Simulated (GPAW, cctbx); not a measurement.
# By hand: from a DFT structure factor to an extinction distance in AlOs3

AlOs3, Pm-3m (no. 221), a = 3.8575 Å, b = 3.8575 Å, c = 3.8575 Å, α = 90.00°, β = 90.00°, γ = 90.00°.

| atom | mult. | x | y | z |
| --- | --- | --- | --- | --- |
| Os1 | 3 | 0 | 1/2 | 1/2 |
| Al1 | 1 | 0 | 0 | 0 |

The start was made by putting kin elements into a known structure type; the compound need not exist, or be stable, in this form.

A DFT run (GPAW, PBE, 450 eV, 6×6×6 k-points, Fermi–Dirac width 0.1 eV) gives the static X-ray structure factor of 010 as 59.165 e for the conventional cell; superposed free atoms give 59.120 e. **Problem.** Find the Fourier component V of the crystal potential and the two-beam extinction distance at 80 kV in both cases, then the holographic phase shift per nanometre.

### 1. Geometry

The cell volume is Ω = 57.40 Å³ and d(010) = 3.8575 Å, so g = 1/d = 0.2592 Å⁻¹.

### 2. The nuclei

Electrons feel nuclei as well as electrons, so the nuclear charges are summed with the same phases.

Phase sums Σ exp(2πi h·x), turned so that the total is real and positive: Os +1.000, Al -1.000. Then F_Z = 76 × (+1.000) + 13 × (-1.000) = 63.00 e. The electron term has the same sign for this reflection.

### 3. Mott–Bethe

Poisson's equation, term by term, gives V = (e/4πε₀)(F_Z − F)/(πΩg²), with e/4πε₀ = 14.3996 V Å.

The prefactor is 14.3996 × 3.8575²/(π × 57.40) = 1.18826 V per electron. Free atoms: (63.00 − 59.120) × 1.18826 = 4.610 V. Crystal: (63.00 − 59.165) × 1.18826 = 4.557 V. F changes by +0.08 % and V by -1.2 %: the same 0.05 e is measured against F_Z − F = 3.9 e in place of F = 59.1 e.

### 4. Extinction distance

In the two-beam case ξ = 1/(λU) with U = 2γm₀eV/h², that is ξ = 150.41 V Å²/(γλV).

At 80 kV, λ = 0.04176 Å and γ = 1.1566. Free atoms: ξ = 676 Å. Crystal: ξ = 683 Å. The thickness fringes go as sin²(πt/ξ), so the two patterns slip by a quarter of a period when t|1/ξ₁ − 1/ξ₀| = 1/4, at t ≈ 1456 nm, thicker than usual samples. Thermal motion, absorption and many-beam coupling, left out here, change a real pattern.

### 5. Phase shift

A slab run (normal [001], unrelaxed) gives a mean inner potential of 31.51 V; free atoms give 34.34 V. The phase shift is φ = C_E V₀ t, with C_E = (2π/λE)(E + m₀c²)/(E + 2m₀c²).

C_E = 10.087 × 10⁻³ rad/(V nm). The shift is 0.3178 rad/nm in the crystal and 0.3464 rad/nm for free atoms. A sample 50 nm thick gives φ = 15.89 rad; read with the free-atom value it would seem 45.9 nm thick.

### 6. Answer

V(010) is 4.56 V against 4.61 V, and ξ is 683 against 676 Å. The phase shift is 0.318 rad/nm, and free atoms would misjudge a thickness by -8 %. Limits: static atoms, two beams.
